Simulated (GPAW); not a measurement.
# Dielectric function and optical constants of CdNi3P (model structure)

Aim: the dielectric function of CdNi3P (model structure), and the optical constants that follow from it. The cell was made here by substitution or stacking, whether or not such a phase is known. It was built so: All N replaced by P in the Pm-3m structure of CdNi3N. The cell given below was relaxed beforehand with Ansatz.

Method: DFT, revPBE, plane-wave PAW (GPAW data sets), scalar-relativistic, RPA, optical limit, in GPAW 26.7.0.

Report form: the programs' logs are mostly left out.

## Step 1: The structure

The structure is cubic, space group Pm-3m (No. 221). The conventional cell has a = 4.226 Å, b = 4.226 Å, c = 4.226 Å, α = 90.00°, β = 90.00°, γ = 90.00°. Nearest to Cd lie 12 Ni at 2.99 Å. Ni has 2 P at 2.11 Å and 8 Ni at 2.99 Å and 4 Cd at 2.99 Å nearest. Nearest to P lie 6 Ni at 2.11 Å. All N replaced by P in the Pm-3m structure of CdNi3N. Farther neighbours are not listed.

## Step 2: Ground state

First the ground state: is it a metal or has it a gap?

This step: DFT, revPBE, plane-wave PAW (GPAW data sets), scalar-relativistic, ground state (GPAW 26.7.0).

gs.py

```python
from ase import Atoms
from ase.dft.bandgap import bandgap
from gpaw import GPAW, PW, FermiDirac

atoms = Atoms(['Cd', 'Ni', 'Ni', 'Ni', 'P'],
              cell=[[4.22609018, 0.00000000, 0.00000000],
                    [0.00000000, 4.22609018, 0.00000000],
                    [0.00000000, 0.00000000, 4.22609018]],
              scaled_positions=[[1.00000000, 1.00000000, 0.00000000],
                                [0.50000000, 0.50000000, 1.00000000],
                                [0.50000000, 0.00000000, 0.50000000],
                                [0.00000000, 0.50000000, 0.50000000],
                                [0.50000000, 0.50000000, 0.50000000]],
              pbc=[True, True, True])
atoms.set_initial_magnetic_moments([0.0, 1.0, 1.0, 1.0, 0.0])
atoms.calc = GPAW(mode=PW(450), xc='revPBE', kpts={'size': (5, 5, 5), 'gamma': True},
                  occupations=FermiDirac(0.05), maxiter=150, txt='gs.txt')
print('energy (eV)', atoms.get_potential_energy())
print('Fermi level (eV)', atoms.calc.get_fermi_level())
print('valence electrons', atoms.calc.get_number_of_electrons())
print('gap (eV)', bandgap(atoms.calc, output=None)[0])
print('direct gap (eV)', bandgap(atoms.calc, direct=True, output=None)[0])
print('moments', atoms.get_magnetic_moments().round(3).tolist())
atoms.calc.write('gs.gpw')
```

Started as:

```bash
$ OMP_NUM_THREADS=1 python gs.py
```

Elapsed: 49 s, on 1 thread of Arm Neoverse V1, shared host; peak memory 0.18 GiB.

Read-outs, printed or worked out from the files:

| Item | Value |
| --- | --- |
| energy | -26.56 eV |
| Fermi energy | 7.262 eV |
| electrons | 65 |

There are states at the Fermi level within the smearing, so the occupations stay smeared and the carriers get a Drude term.

## Step 3: Bands for the response

The response needs many more empty bands than the density does.

This step: DFT, revPBE, plane-wave PAW (GPAW data sets), scalar-relativistic, bands at fixed density (GPAW 26.7.0).

nscf.py

```python
from ase.dft.bandgap import bandgap
from gpaw import GPAW, FermiDirac

calc = GPAW('gs.gpw').fixed_density(kpts={'size': (8, 8, 8), 'gamma': True}, nbands=68, convergence={'bands': 62},
                                    occupations=FermiDirac(0.05), txt='nscf.txt')
print('gap (eV)', bandgap(calc, output=None)[0])
print('direct gap (eV)', bandgap(calc, direct=True, output=None)[0])
calc.write('full.gpw', mode='all')
```

Started as:

```bash
$ OMP_NUM_THREADS=1 python nscf.py
```

It took 4.6 min on 1 thread; peak memory 0.31 GiB.

## Step 4: Dielectric function, RPA

Transitions between filled and empty bands, summed over the zone, give the optical response, so mesh, band count and broadening shape it.

The induced potential is part of this response.

This step: DFT, revPBE, plane-wave PAW (GPAW data sets), scalar-relativistic, RPA, optical limit (GPAW 26.7.0).

df.py

```python
from gpaw.response.df import DielectricFunction

df = DielectricFunction('full.gpw', frequencies={'type': 'nonlinear', 'domega0': 0.03, 'omega2': 8},
                        ecut=50,
                        eta=0.2,
                        nbands=62,
                        rate=0.2,
                        txt='df.txt')
for direction in ['x']:
    df.get_dielectric_function(xc='RPA', direction=direction, filename=f'df_{direction}.csv')
```

Started as:

```bash
$ OMP_NUM_THREADS=1 python df.py
```

It took 49 s on 1 thread; peak memory 0.37 GiB.

Some rows of df_x.csv (energy; Re and Im without local fields; Re and Im with them):

```text
0.000000, 441.499453, -0.000000, 441.417395, -0.000000
0.555532, -9.527529, 60.741064, -9.586684, 60.706328
1.143969, -2.607721, 18.199602, -2.674429, 18.163757
1.768324, 3.007485, 13.468474, 2.986828, 13.432968
2.431988, 4.212655, 13.230305, 4.221477, 13.108614
3.138794, 0.678964, 10.668649, 0.646970, 10.628498
3.893091, 0.285947, 9.683176, 0.378174, 9.736943
4.699832, -0.169667, 7.002673, -0.211607, 7.169750
5.564682, -1.204220, 6.107677, -1.299467, 6.284294
6.494155, -0.331780, 5.795314, -0.665343, 5.858392
7.495775, -1.878681, 4.788241, -2.043311, 4.560252
8.578281, -1.910709, 3.320135, -1.798749, 3.184300
9.751884, -1.352933, 1.745075, -1.416156, 1.664637
11.028587, -0.843328, 1.547713, -0.801871, 1.473730
12.422601, -0.426348, 1.382247, -0.328933, 1.268824
13.950874, -0.240387, 0.918222, -0.252578, 0.831140
15.633783, -0.004997, 0.843694, 0.069299, 0.718511
17.496047, -0.088677, 0.682843, 0.097336, 0.651815
19.567954, 0.144170, 0.454450, 0.231114, 0.486374
```

Sum at mesh points, not converged in k. The Im ε, E ∥ x by photon energy; read off at these points:

```tsv
photon energy (eV)	Im ε, E ∥ x
1.0	22.0
2.0	12.8
2.5	13.6
3.0	11.3
4.0	9.62
5.0	7.00
6.0	5.33
7.0	5.06
8.0	3.60
9.0	2.51
10.0	1.49
11.0	1.50
12.0	1.16
13.0	1.10
14.0	0.833
15.0	0.760
16.0	0.754
17.0	0.759
18.0	0.601
19.0	0.473
```

Values under 1 per cm are given as 1; sum at mesh points, not converged in k. Absorption coefficient, E ∥ x against photon energy:

```tsv
photon energy (eV)	absorption coefficient, E ∥ x (1/cm)
1.010	3.8e5
1.486	3.8e5
1.985	4.4e5
2.508	5.8e5
3.018	7.0e5
3.510	7.3e5
3.980	8.9e5
4.516	8.9e5
4.981	9.8e5
5.515	1.1e6
6.021	1.1e6
6.494	1.2e6
6.985	1.3e6
7.496	1.4e6
8.026	1.4e6
8.516	1.4e6
9.023	1.5e6
9.483	1.4e6
10.026	1.3e6
10.519	1.2e6
11.029	1.2e6
11.479	1.2e6
12.023	1.1e6
12.504	1.2e6
13.000	1.2e6
13.512	1.1e6
14.040	1.0e6
14.493	9.9e5
14.960	9.4e5
15.536	9.2e5
16.031	9.4e5
16.541	9.3e5
16.959	1.0e6
17.496	9.4e5
18.049	9.1e5
18.504	8.7e5
18.969	7.7e5
19.447	7.8e5
```

Sum at mesh points, not converged in k. The Im ε, E ∥ x by photon energy; read off at these points:

```tsv
photon energy (eV)	without local fields	with local fields
1.0	22.0	22.0
1.5	14.8	14.7
2.0	12.9	12.8
2.5	13.7	13.6
3.0	11.3	11.3
3.5	9.54	9.47
4.0	9.56	9.62
4.5	6.99	7.13
5.0	6.90	7.00
5.5	6.36	6.54
6.0	5.15	5.33
6.5	5.80	5.86
7.0	5.24	5.06
7.5	4.77	4.55
8.0	3.91	3.60
8.5	3.37	3.20
9.0	2.53	2.51
9.5	1.89	1.82
10.0	1.58	1.49
10.5	1.59	1.39
11.0	1.58	1.50
11.5	1.27	1.17
12.0	1.31	1.16
12.5	1.36	1.27
13.0	1.15	1.10
13.5	1.03	0.979
14.0	0.922	0.833
14.5	0.896	0.754
15.0	0.878	0.760
15.5	0.839	0.723
16.0	0.853	0.754
16.5	0.833	0.728
17.0	0.843	0.759
17.5	0.682	0.652
18.0	0.593	0.601
18.5	0.496	0.533
19.0	0.461	0.473
19.5	0.459	0.490
```

Sum at mesh points, not converged in k. Table of loss function −Im 1/ε at q → 0, E ∥ x by energy loss; read off at these points:

energy loss (eV), loss function −Im 1/ε at q → 0, E ∥ x and a bar:
```
     1.00       0.04 
     1.50       0.07 
     2.00       0.07 
     2.50       0.07 
     3.00       0.09 #
     3.50       0.10 #
     4.00       0.10 #
     4.50       0.14 ##
     5.00       0.14 ##
     5.50       0.15 ##
     6.00       0.18 ##
     6.50       0.17 ##
     7.00       0.18 ##
     7.50       0.18 ##
     8.00       0.23 ###
     8.50       0.24 ###
     9.00       0.23 ###
     9.50       0.32 #####
    10.00       0.40 ######
    10.50       0.55 ########
    11.00       0.52 ########
    11.50       0.67 ##########
    12.00       0.78 ############
    12.50       0.73 ###########
    13.00       0.79 ############
    13.50       0.91 ##############
    14.00       1.11 ##################
    14.50       1.29 #####################
    15.00       1.32 #####################
    15.50       1.38 ######################
    16.00       1.31 #####################
    16.50       1.34 ######################
    17.00       1.31 #####################
    17.50       1.50 ########################
    18.00       1.62 ##########################
    18.50       1.79 #############################
    18.85       1.85 ##############################
    19.00       1.80 #############################
    19.50       1.66 ###########################
```

Sum at mesh points, not converged in k. Table of reflectivity at normal incidence, E ∥ x by photon energy; read off at these points:

photon energy (eV), reflectivity at normal incidence, E ∥ x (%) and a bar from the least value:
```
      1.0       60.0 ##############################
      2.0       42.1 ###################
      2.7       44.5 ####################
      3.0       43.0 ###################
      4.0       41.8 ###################
      4.2       42.5 ###################
      5.0       37.7 ################
      6.0       35.9 ###############
      7.0       39.7 #################
      7.6       43.2 ####################
      8.0       39.7 #################
      9.0       47.3 ######################
     10.0       42.1 ###################
     11.0       33.5 ##############
     11.3       34.6 ##############
     12.0       26.2 #########
     13.0       27.6 ##########
     14.0       24.8 ########
     15.0       17.8 ####
     16.0       15.0 ##
     17.0       15.4 ##
     18.0       15.0 ##
     19.0       11.8
```

At chosen wavelengths:

```tsv
wavelength (nm)	n	k	R (%)	1/α
1550	3.43	4.852	68.2	25 nm
1064	2.78	3.167	54.3	27 nm
800	2.97	2.465	45.6	26 nm
633	2.92	2.198	42.2	23 nm
450	2.65	2.383	44.2	15 nm
405	2.42	2.274	42.6	14 nm
193	1.63	1.760	34.9	8.7 nm
```

In reflection the computed colour is light grey: x = 0.310, y = 0.322, luminous reflectivity 42 %.

## Step 5: Outcome

**Reading.** At this level (revPBE, RPA) CdNi3P is a metal. The mesh is too coarse to trust the carriers' weight, the reflectivity or the colour to better than tens of per cent. In reflection the computed colour is light grey: x = 0.310, y = 0.322, luminous reflectivity 42 %. The carriers' damping of 0.2 eV is typed, not computed; it shapes the response at the lowest energies. The magnetic state comes from one start and need not be the lowest. In this version of GPAW the matrix elements of the optical limit are incomplete, which can lower ε − 1 by up to a tenth where first-row anions or d states rule, and shift it by more in d metals. GPAW's carrier term has the form −ωp²/(ω + i·rate)², which damps like twice the rate and fails at low energy, so the curves leave the lowest energies out. The sum runs over mesh points 0.19 Å⁻¹ apart with no interpolation, so peaks are partly noise of the mesh, and the Drude plasma energy, a sum over the Fermi surface, isn't converged.

[Machine, clock and banner lines and Python warnings are left out of the logs.]

[Logs are printed without paths, hosts, clocks, repeated set-up lines and the standing remarks that a program may print on its own settings, such as how far it seeks lower states.]

[Hosts, paths, dates, database ids (printed as entryN), source tags and the programs' standing remarks are cut or masked in the printed files.]
